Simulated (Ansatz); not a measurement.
# AlAs wire along [100], 14 atoms a period, H-terminated: bands under strain, part 2 of 3

Aim: is the AlAs wire along [100], 14 atoms a period, H-terminated a metal or a semiconductor?

Ansatz 0.2.0; DFT PBE, plane waves, PAW; relaxation of a wire's period (the session's first sound run).

So far. Step 2 (The relaxed wire): The cell's length comes to 5.896 Å with spin left out.

**3. Bands of the perfect wire**

This step: DFT PBE, plane waves, PAW; bands of a perfect wire (Ansatz 0.2.0).

At the relaxed period the bands are computed along the axis; those that cross an energy going forward count the channels that a perfect wire would open there.

File input.yaml:

```yaml
crystal:
  lattice:
    - [15.764, 0.0, 0.0]
    - [0.0, 15.764, 0.0]
    - [0.0, 0.0, 5.895673162]
  atoms:
    - { symbol: Al, position: [0.263792381, 0.655146625, 0.928746022] }
    - { symbol: Al, position: [0.450331267, 0.456121353, 0.007328773] }
    - { symbol: Al, position: [0.636495168, 0.642124614, 0.039199335] }
    - { symbol: H, position: [0.317236789, 0.315897382, 0.117917343] }
    - { symbol: H, position: [0.414253015, 0.781953696, 0.166067601] }
    - { symbol: H, position: [0.181607014, 0.618351626, 0.048879849] }
    - { symbol: H, position: [0.694018904, 0.707193236, 0.17755262] }
    - { symbol: As, position: [0.371200412, 0.368329591, 0.279619063] }
    - { symbol: As, position: [0.355552456, 0.713031446, 0.254807091] }
    - { symbol: As, position: [0.54498658, 0.545196346, 0.256153743] }
    - { symbol: H, position: [0.203329386, 0.501941613, 0.384750266] }
    - { symbol: H, position: [0.538068889, 0.22846032, 0.315153141] }
    - { symbol: H, position: [0.703947973, 0.399863227, 0.349757093] }
    - { symbol: H, position: [0.305060829, 0.768320297, 0.416192314] }
    - { symbol: Al, position: [0.264899759, 0.443053137, 0.531319612] }
    - { symbol: Al, position: [0.464038138, 0.261894343, 0.478502179] }
    - { symbol: Al, position: [0.44646202, 0.623647114, 0.50473156] }
    - { symbol: Al, position: [0.634586269, 0.449786378, 0.49411603] }
    - { symbol: H, position: [0.606251678, 0.762689559, 0.587271058] }
    - { symbol: H, position: [0.783217624, 0.596117687, 0.654817511] }
    - { symbol: H, position: [0.230646463, 0.373991399, 0.707679765] }
    - { symbol: H, position: [0.40757398, 0.199059005, 0.627997802] }
    - { symbol: As, position: [0.358030509, 0.543128409, 0.762540099] }
    - { symbol: As, position: [0.536436176, 0.369234131, 0.739055953] }
    - { symbol: As, position: [0.54619287, 0.713736567, 0.740369392] }
    - { symbol: As, position: [0.713328495, 0.54576069, 0.770104805] }
    - { symbol: H, position: [0.260382528, 0.734451653, 0.759754309] }
    - { symbol: H, position: [0.501691982, 0.789719741, 0.843932388] }
    - { symbol: H, position: [0.597192878, 0.319760985, 0.889995639] }
    - { symbol: H, position: [0.769834846, 0.490117229, 0.915687647] }
kpoints:
  mp_grid: { grid: [1, 1, 14] }
  band_path: { path: ["Γ", Z], npoints: 90 }
scf:
  occupations: { method: fermi_dirac, width: 0.05 }
hamiltonian:
  xc: pbe
output:
  dos: { e_range: [-5, 4] }
  write_potential: true
  write_density: true
  volumetric_format: npy
```

Run with:

```sh
$ ansatz run input.yaml --threads 4 --pin off --max-ram 16384MiB --backend cpu --events-out ev --progress --plain --runs-dir out
```

Numbers of over 12 decimals in the logs are rounded to 6 here.

The program printed:

```text
[...]
Crystal: 30 atoms, lattice volume = 1465.097 Å³
Basis set: ecut = 420 eV, 28643 PW (Γ)
Bands: 101, of which v1, the nominal top of the filled ones, is band 71 counted from 1 (70 counted from 0)
Symmetry: 1 space group operations
[...]
k-points: 8 of 14 (time reversal used)
[...]
SCF iter   1: F=—  HF=-38010.120131 eV  |F-HF|=—  |Δ(HF+E_count)|=         —  Δρ=2.00e-3  dr2=4.10e-1  ethr=1.77e-3  ⟨swp⟩=7.0  Hψ=3757  notcnv=0  defer=54
[...]
SCF iter   8: F=-38010.020678 eV  HF=-38010.020678 eV  |F-HF|=4.64e-8  |Δ(HF+E_count)|=   6.72e-7  Δρ=1.73e-6  dr2=6.16e-8  ethr=7.04e-11  ⟨swp⟩=17.8  Hψ=4326  notcnv=0
SCF 1 converged in 8 iterations: F = -38010.020678 eV  dr2 = 6.16e-8
[...]
NSCF: frozen V_eff on 91 k-points
WARN: The output density's exchange-correlation potential varies sharply where the density is thin. Do not read a vacuum level from v_tot or v_xc, or from such a field of the output density. On a cell that repeats whose density bears no net charge and no dipole along the vacuum's axis use v_es (v_loc + v_h of the components); under efield.dipole_correction with no amplitude use v_es + v_field, which holds any externa [...]
SCF converged after 8 iterations
Free energy (F): -38010.020678 eV
[...]
Internal energy: -38010.020678 eV  (E = F + TS)
E sigma→0 (E₀):  -38010.020678 eV
Fermi energy:    -1.682310 eV
[...]
--- Band table (eV; the first three rows and the last of 8) ---
  k-point 0: bands = [... 67 lower, -3.6437, -3.5024, -3.3024, -3.2585, -0.1640, 0.1271, 0.2605, 0.4348, ... 26 higher]
  k-point 1: bands = [... 67 lower, -3.6493, -3.4998, -3.3083, -3.2670, -0.1302, 0.1353, 0.2658, 0.4235, ... 26 higher]
  k-point 2: bands = [... 67 lower, -3.6625, -3.4976, -3.3275, -3.2863, -0.0383, 0.1522, 0.2883, 0.4091, ... 26 higher]
  k-point 7: bands = [... 67 lower, -3.6830, -3.5549, -3.5177, -3.4165, 0.0047, 0.3949, 0.4128, 0.6036, ... 26 higher]
```

Elapsed: 6 min, on 4 threads of Arm Neoverse V1, shared host; peak memory 7.4 GiB.

Numbers from this step:

```yaml
band_gap: 3.094 eV
```

The electronic bands at the labelled points (eV, zero at the Fermi level; v1 is the highest filled band, c1 the lowest empty one):

```
  point     v4     v3     v2     v1    c1    c2    c3    c4
      Γ  -1.96  -1.82  -1.62  -1.58  1.52  1.81  1.94  2.12
halfway  -2.00  -1.83  -1.70  -1.64  1.74  1.91  2.06  2.12
      Z  -2.00  -1.87  -1.84  -1.73  1.69  2.08  2.10  2.29
```

The gap is 3.09 eV, with spin left out.

On this path the gap is direct, 3.09 eV, with the valence top at Γ and the conduction bottom at Γ.

**4. Strain along the wire, period over the relaxed period 0.96, k-mesh 1×1×11**

This step: DFT PBE, plane waves, PAW; relaxation at a fixed period (Ansatz 0.2.0).

The period is set to 0.96 times the relaxed one and the atoms relax within it: strain changes bond lengths and angles, which shifts the bands against each other. Against the first PBE run of this kind, the mesh along the wire has 11 points against 14.

The cell differs from the one that the last finished run ended in (c 5.896 → 5.660 Å).

input.yaml: that of step 3 with these lines changed.

```diff
@@ -4,3 +4,3 @@
     - [0.0, 15.764, 0.0]
-    - [0.0, 0.0, 5.895673162]
+    - [0.0, 0.0, 5.6598462355]
   atoms:
@@ -37,3 +37,3 @@
 kpoints:
-  mp_grid: { grid: [1, 1, 14] }
+  mp_grid: { grid: [1, 1, 11] }
   band_path: { path: ["Γ", Z], npoints: 90 }
@@ -43,6 +43,6 @@
   xc: pbe
+relax:
+  max_steps: 40
+  f_tol: 0.02
 output:
-  dos: { e_range: [-5, 4] }
-  write_potential: true
-  write_density: true
-  volumetric_format: npy
+  stress: true
```

The program printed:

```text
Warning: output.stress: scf.convergence.dr2_threshold = 1e-7 eV (the SCF's general default) is looser than the 3e-9 eV advised for a printed stress (1e-10 eV for each atom of the cell: 30). What an SCF threshold leaves in a stress goes as its square root, and in the free energy as the threshold itself, and one threshold admits the most on a small cell: [figures from the program's tests cut] Every solve of this run an [...]
[...]
Crystal: 30 atoms, lattice volume = 1406.493 Å³
Basis set: ecut = 420 eV, 27507 PW (Γ), exchange–correlation on 216×216×80 points (8 copies of the dense FFT grid, shifted against one another)
Bands: 101, of which v1, the nominal top of the filled ones, is band 71 counted from 1 (70 counted from 0)
Symmetry: 1 space group operations
[...]
k-points: 6 of 11 (time reversal used)
[...]
SCF iter   1: F=—  HF=-38009.922098 eV  |F-HF|=—  |Δ(HF+E_count)|=         —  Δρ=2.07e-3  dr2=4.52e-1  ethr=1.77e-3  ⟨swp⟩=7.0  Hψ=2814  notcnv=0  defer=40
[...]
SCF iter   6: F=-38009.812338 eV  HF=-38009.812338 eV  |F-HF|=2.18e-8  |Δ(HF+E_count)|=   1.70e-5  Δρ=1.49e-5  dr2=5.77e-6  ethr=7.04e-9  ⟨swp⟩=5.0  Hψ=1897  notcnv=0
SCF 1 converged in 6 iterations: F = -38009.812338 eV  dr2 = 5.77e-6
[...]
relax step   1: F+E_penalty+E_count = -38009.81233824 eV  Δ(F+E_penalty+E_count) = +0.000e0 eV  max|allowed force component| = 3.294e-1 eV/Å  Δτ_max = 0.0000 Å  (6 SCF iters, dr2 threshold 1.00e-5 eV, accepted)
[...]
SCF iter   6: F=-38009.953272 eV  HF=-38009.953272 eV  |F-HF|=1.38e-7  |Δ(HF+E_count)|=   7.87e-6  Δρ=8.65e-6  dr2=1.65e-6  ethr=4.78e-9  ⟨swp⟩=4.0  Hψ=1698  notcnv=0
SCF 2 converged in 6 iterations: F = -38009.953272 eV  dr2 = 1.65e-6
relax step   2: F+E_penalty+E_count = -38009.95327184 eV  Δ(F+E_penalty+E_count) = -1.409e-1 eV  max|allowed force component| = 1.591e-1 eV/Å  Δτ_max = 0.0994 Å  (6 SCF iters, dr2 threshold 6.78e-6 eV, accepted)
SCF iter   1: F=—  HF=-38009.983855 eV  |F-HF|=—  |Δ(HF+E_count)|=         —  Δρ=2.66e-3  dr2=7.36e-2  ethr=5.39e-4  ⟨swp⟩=3.0  Hψ=1044  notcnv=0  defer=141
[...]
SCF iter   6: F=-38009.968306 eV  HF=-38009.968306 eV  |F-HF|=1.60e-7  |Δ(HF+E_count)|=   2.08e-6  Δρ=5.04e-6  dr2=4.66e-7  ethr=1.11e-9  ⟨swp⟩=4.0  Hψ=1698  notcnv=0
SCF 3 converged in 6 iterations: F = -38009.968306 eV  dr2 = 4.66e-7
relax step   3: F+E_penalty+E_count = -38009.96830608 eV  Δ(F+E_penalty+E_count) = -1.503e-2 eV  max|allowed force component| = 4.400e-2 eV/Å  Δτ_max = 0.0639 Å  (6 SCF iters, dr2 threshold 1.58e-6 eV, accepted)
[...]
relax step   4: F+E_penalty+E_count = -38009.96847126 eV  Δ(F+E_penalty+E_count) = -1.652e-4 eV  max|allowed force component| = 5.562e-2 eV/Å  Δτ_max = 0.1383 Å  (8 SCF iters, accepted)
SCF iter   1: F=—  HF=-38009.982999 eV  |F-HF|=—  |Δ(HF+E_count)|=         —  Δρ=2.10e-3  dr2=4.34e-2  ethr=2.79e-4  ⟨swp⟩=3.0  Hψ=1044  notcnv=0  defer=141
[...]
SCF iter   7: F=-38009.974108 eV  HF=-38009.974108 eV  |F-HF|=1.81e-8  |Δ(HF+E_count)|=   8.12e-8  Δρ=1.22e-6  dr2=2.50e-8  ethr=7.04e-11  ⟨swp⟩=4.0  Hψ=1692  notcnv=0
SCF 5 converged in 7 iterations: F = -38009.974108 eV  dr2 = 2.50e-8
relax step   5: F+E_penalty+E_count = -38009.97410778 eV  Δ(F+E_penalty+E_count) = -5.637e-3 eV  max|allowed force component| = 1.819e-2 eV/Å  Δτ_max = 0.0678 Å  (7 SCF iters, accepted)
[...]
the band table was solved once a step of the walk had ended and its energy, with any forces and stress, was formed, with the checks that follow a solve (3910 applications of the Hamiltonian). They found nothing against the state; the energy, forces and stress were not computed again (output.eigenvalues in the input reference)
[...]
SCF converged after 7 iterations
Free energy (F): -38009.974108 eV
[...]
Internal energy: -38009.974108 eV  (E = F + TS)
E sigma→0 (E₀):  -38009.974108 eV
Fermi energy:    -1.559291 eV
[...]
--- Forces (eV/Å), atoms counted from 1 ---
  atom   1  Al    -0.01046339    -0.00057249     0.00258989
  atom   2  Al    -0.00543518    -0.00894995    -0.00587934
  atom   3  Al     0.00870790    -0.00637320     0.00348618
  atom   4  H      0.00501107    -0.00292713     0.00139810
  atom   5  H      0.00215645    -0.00544266     0.01023359
  atom   6  H      0.00046781     0.00118050    -0.00015726
  atom   7  H     -0.00508336    -0.00292594    -0.00188969
  atom   8  As     0.00676972     0.00447825    -0.00236406
  atom   9  As    -0.00643718     0.01120759    -0.00209987
  atom  10  As     0.01819131     0.01318375     0.00701142
  atom  11  H      0.00054929    -0.00523201     0.00881065
  atom  12  H      0.00005268    -0.00007619     0.00382948
  atom  13  H     -0.00273102     0.00014317     0.00071811
  atom  14  H      0.00645472     0.00491180    -0.01268115
  atom  15  Al    -0.00846435    -0.00003213     0.00366870
  atom  16  Al    -0.00143798    -0.00979648     0.00115682
  atom  17  Al    -0.00546420    -0.00980247     0.00510393
  atom  18  Al    -0.00085800    -0.00244243    -0.00311582
  atom  19  H     -0.00329251    -0.00878879     0.01164859
  atom  20  H     -0.00300008    -0.00417171     0.00295453
  atom  21  H      0.00586297     0.00383440     0.00094146
  atom  22  H      0.00167656     0.00196471    -0.00288550
  atom  23  As    -0.01130476     0.00770398    -0.00741325
  atom  24  As     0.00098126     0.01135832     0.00225729
  atom  25  As     0.00355003     0.01177178    -0.01611382
  atom  26  As     0.00218736     0.00021330    -0.00425618
  atom  27  H      0.00809641    -0.00379411     0.00131930
  atom  28  H     -0.00343235    -0.00187781    -0.00310879
  atom  29  H     -0.00002166    -0.00521366    -0.00095112
  atom  30  H     -0.00326476     0.00644282    -0.00422369
  max |Σ_I F_I| component: 2.48e-5 eV/Å
--- Stress (GPa, compression-positive) ---
       -0.014611      -0.000844      -0.003622
       -0.000860      -0.013572      -0.002506
       -0.003616      -0.002506       0.238115
  P = ⅓ Tr σ = 0.0700 GPa (0.700 kbar)
--- Band table (eV; the first three rows and the last of 6) ---
  k-point 0: bands = [... 67 lower, -3.5321, -3.3418, -3.1431, -3.1214, -0.0724, 0.2139, 0.3874, 0.4952, ... 26 higher]
  k-point 1: bands = [... 67 lower, -3.5406, -3.3406, -3.1617, -3.1272, -0.0103, 0.2334, 0.3883, 0.5175, ... 26 higher]
  k-point 2: bands = [... 67 lower, -3.5578, -3.3451, -3.2085, -3.1398, 0.1335, 0.2838, 0.4201, 0.5415, ... 26 higher]
  k-point 5: bands = [... 67 lower, -3.5633, -3.3619, -3.3406, -3.2521, 0.1174, 0.5343, 0.5958, 0.7641, ... 26 higher]
--- Relaxed structure (5 steps of the walk, 5 accepted, 0 SCFs on fresh bases) ---
  F+E_penalty+E_count = -38009.97410778 eV   max|allowed force component| = 1.819e-2 eV/Å
  atoms:
    - { symbol: Al, position: [0.257295, 0.654311, 0.933959] }
    - { symbol: Al, position: [0.449249, 0.456119, 0.00856469] }
    - { symbol: Al, position: [0.639665, 0.642970, 0.042478] }
    - { symbol: H, position: [0.318454, 0.314437, 0.103801] }
    - { symbol: H, position: [0.413299, 0.783650, 0.141720] }
    - { symbol: H, position: [0.178068, 0.617047, 0.072110] }
    - { symbol: H, position: [0.696791, 0.706146, 0.194552] }
    - { symbol: As, position: [0.370306, 0.364500, 0.282774] }
    - { symbol: As, position: [0.354510, 0.718133, 0.251403] }
    - { symbol: As, position: [0.544774, 0.546575, 0.258017] }
    - { symbol: H, position: [0.201576, 0.497499, 0.366971] }
    - { symbol: H, position: [0.535766, 0.223222, 0.304264] }
    - { symbol: H, position: [0.703636, 0.400847, 0.330211] }
    - { symbol: H, position: [0.309275, 0.777138, 0.421183] }
    - { symbol: Al, position: [0.262007, 0.441451, 0.530341] }
    - { symbol: Al, position: [0.464487, 0.257582, 0.481645] }
    - { symbol: Al, position: [0.445093, 0.626938, 0.507183] }
    - { symbol: Al, position: [0.636229, 0.448947, 0.492022] }
    - { symbol: H, position: [0.607381, 0.762079, 0.566490] }
    - { symbol: H, position: [0.786235, 0.594810, 0.642258] }
    - { symbol: H, position: [0.226185, 0.376330, 0.722664] }
    - { symbol: H, position: [0.410287, 0.195561, 0.645821] }
    - { symbol: As, position: [0.354746, 0.544209, 0.764483] }
    - { symbol: As, position: [0.538074, 0.367243, 0.741565] }
    - { symbol: As, position: [0.548991, 0.716958, 0.739108] }
    - { symbol: As, position: [0.717741, 0.545235, 0.770709] }
    - { symbol: H, position: [0.248280, 0.730064, 0.747344] }
    - { symbol: H, position: [0.510043, 0.795446, 0.849988] }
    - { symbol: H, position: [0.596737, 0.320750, 0.911239] }
    - { symbol: H, position: [0.775468, 0.491882, 0.925133] }
```

Elapsed: 6.5 min, on 4 threads; peak memory 7.3 GiB; 26 min of CPU time.

Step by step:

```
step  energy less that of the first step (eV)  largest force component (eV/Å)
   1                                   0.0000                          0.3294
   2                                  -0.1409                          0.1591
   3                                  -0.1560                          0.0440
   4                                  -0.1561                          0.0556
   5                                  -0.1618                          0.0182
```

The atoms that moved most (Å):

```
atom      dx      dy      dz  length
 H27  -0.191  -0.069  -0.070   0.215
 H28   0.132   0.090   0.034   0.163
 H14   0.066   0.139   0.028   0.157
  H6  -0.056  -0.021   0.131   0.144
  H5  -0.015   0.027  -0.138   0.141
 H11  -0.028  -0.070  -0.101   0.126
 H22   0.043  -0.055   0.101   0.123
 H29  -0.007   0.016   0.120   0.121
```

The relaxed structure:

```xyz
30
Lattice="15.7640 0.0000 0.0000 0.0000 15.7640 0.0000 0.0000 0.0000 5.6598" Properties=species:S:1:pos:R:3
Al    4.0560   10.3146    5.2861
Al    7.0820    7.1903    0.0485
Al   10.0837   10.1358    0.2404
H     5.0201    4.9568    0.5875
H     6.5153   12.3535    0.8021
H     2.8071    9.7271    0.4081
H    10.9842   11.1317    1.1011
As    5.8375    5.7460    1.6005
As    5.5885   11.3206    1.4229
As    8.5878    8.6162    1.4603
H     3.1776    7.8426    2.0770
H     8.4458    3.5189    1.7221
H    11.0921    6.3190    1.8689
H     4.8754   12.2508    2.3838
Al    4.1303    6.9590    3.0016
Al    7.3222    4.0605    2.7260
Al    7.0164    9.8831    2.8706
Al   10.0295    7.0772    2.7848
H     9.5748   12.0134    3.2062
H    12.3942    9.3766    3.6351
H     3.5656    5.9325    4.0902
H     6.4678    3.0828    3.6552
As    5.5922    8.5789    4.3269
As    8.4822    5.7892    4.1971
As    8.6543   11.3021    4.1832
As   11.3145    8.5951    4.3621
H     3.9139   11.5087    4.2299
H     8.0403   12.5394    4.8108
H     9.4070    5.0563    5.1575
H    12.2245    7.7540    5.2361
```

This step gave:

```yaml
band_gap: 3.049 eV
```

Electronic bands along the path, in eV, zero at the Fermi level; v1 is the highest filled band, c1 the lowest empty one:

```
  point     v4     v3     v2     v1    c1    c2    c3    c4
      Γ  -1.97  -1.78  -1.58  -1.56  1.49  1.77  1.95  2.05
halfway  -2.01  -1.79  -1.69  -1.60  1.73  1.93  2.07  2.12
      Z  -2.00  -1.80  -1.79  -1.70  1.67  2.10  2.16  2.32
```

The gap is 3.05 eV, against 3.09 eV under PBE at the relaxed period.

**5. At a strained period, period over the relaxed period 0.98, k-mesh 1×1×11**

The period is set to 0.98 times the relaxed one and the atoms relax within it: strain changes bond lengths and angles, which shifts the bands against each other. Against the first PBE run of this kind, the mesh along the wire has 11 points against 14.

The cell differs from the one that the last finished run ended in (c 5.660 → 5.778 Å).

input.yaml: that of step 4 with these lines changed.

```diff
@@ -4,3 +4,3 @@
     - [0.0, 15.764, 0.0]
-    - [0.0, 0.0, 5.6598462355]
+    - [0.0, 0.0, 5.7777596988]
   atoms:
```

The program printed:

```text
[...]
Crystal: 30 atoms, lattice volume = 1435.795 Å³
Basis set: ecut = 420 eV, 28107 PW (Γ), exchange–correlation on 216×216×80 points (8 copies of the dense FFT grid, shifted against one another)
Bands: 101, of which v1, the nominal top of the filled ones, is band 71 counted from 1 (70 counted from 0)
Symmetry: 1 space group operations
[...]
- { symbol: As, position: [0.356493, 0.543804, 0.763526] }
    - { symbol: As, position: [0.537270, 0.368182, 0.740273] }
    - { symbol: As, position: [0.547707, 0.715299, 0.740031] }
    - { symbol: As, position: [0.715541, 0.545441, 0.770225] }
    - { symbol: H, position: [0.253623, 0.732104, 0.754151] }
    - { symbol: H, position: [0.505426, 0.792037, 0.848591] }
    - { symbol: H, position: [0.596947, 0.320196, 0.900650] }
    - { symbol: H, position: [0.772718, 0.490938, 0.920005] }
[key lines of the parts left out:]
SCF converged after 6 iterations
Free energy (F): -38010.008189 eV
Fermi energy:    -1.622195 eV
P = ⅓ Tr σ = 0.0382 GPa (0.382 kbar)
```

Elapsed: 6.6 min, on 4 threads; peak memory 7.4 GiB; 26 min of CPU time.

The steps of the relaxation:

```
step  energy less that of the first step (eV)  largest force component (eV/Å)
   1                                   0.0000                          0.1632
   2                                  -0.0347                          0.0853
   3                                  -0.0386                          0.0215
   4                                  -0.0393                          0.0271
   5                                  -0.0400                          0.0153
```

The atoms that moved most (Å):

```
atom      dx      dy      dz  length
 H27  -0.107  -0.037  -0.032   0.117
 H14   0.035   0.069   0.018   0.079
  H6  -0.027  -0.022   0.071   0.079
 H28   0.059   0.037   0.027   0.074
  H5  -0.009   0.013  -0.069   0.071
 H21  -0.048   0.029   0.036   0.067
 H11  -0.003  -0.022  -0.058   0.062
 H29  -0.004   0.007   0.062   0.062
```

The relaxed structure:

```cif
data_structure
_symmetry_space_group_name_H-M 'P 1'
_symmetry_Int_Tables_number 1
_cell_length_a 15.7640
_cell_length_b 15.7640
_cell_length_c 5.7778
_cell_angle_alpha 90.000
_cell_angle_beta 90.000
_cell_angle_gamma 90.000
_cell_volume 1435.79
loop_
_atom_site_label
_atom_site_type_symbol
_atom_site_fract_x
_atom_site_fract_y
_atom_site_fract_z
_atom_site_occupancy
Al1 Al 0.26041 0.65452 0.93196 1
Al2 Al 0.44981 0.45612 0.00782 1
Al3 Al 0.63824 0.64247 0.04083 1
H4 H 0.31787 0.31516 0.11119 1
H5 H 0.41371 0.78278 0.15408 1
H6 H 0.17991 0.61693 0.06109 1
H7 H 0.69555 0.70653 0.18619 1
As8 As 0.37080 0.36647 0.28134 1
As9 As 0.35501 0.71555 0.25357 1
As10 As 0.54496 0.54579 0.25690 1
H11 H 0.20316 0.50055 0.37468 1
H12 H 0.53706 0.22611 0.30896 1
H13 H 0.70370 0.40010 0.33993 1
H14 H 0.30725 0.77270 0.41932 1
Al15 Al 0.26348 0.44267 0.53027 1
Al16 Al 0.46440 0.25974 0.47953 1
Al17 Al 0.44593 0.62531 0.50575 1
Al18 Al 0.63545 0.44924 0.49309 1
H19 H 0.60675 0.76300 0.57816 1
H20 H 0.78468 0.59540 0.64819 1
H21 H 0.22758 0.37584 0.71383 1
H22 H 0.40922 0.19709 0.63586 1
As23 As 0.35649 0.54380 0.76353 1
As24 As 0.53727 0.36818 0.74027 1
As25 As 0.54771 0.71530 0.74003 1
As26 As 0.71554 0.54544 0.77023 1
H27 H 0.25362 0.73210 0.75415 1
H28 H 0.50543 0.79204 0.84859 1
H29 H 0.59695 0.32020 0.90065 1
H30 H 0.77272 0.49094 0.92001 1
```

The gap is 3.07 eV, against 3.09 eV under PBE at the relaxed period.

[end of part 2 of 3]

[Logs are printed without paths, hosts, clocks, repeated set-up lines and the standing remarks that a program may print on its own settings, such as how far it seeks lower states.]

[Hosts, paths, dates, database ids (printed as entryN), source tags and the programs' standing remarks are cut or masked in the printed files.]
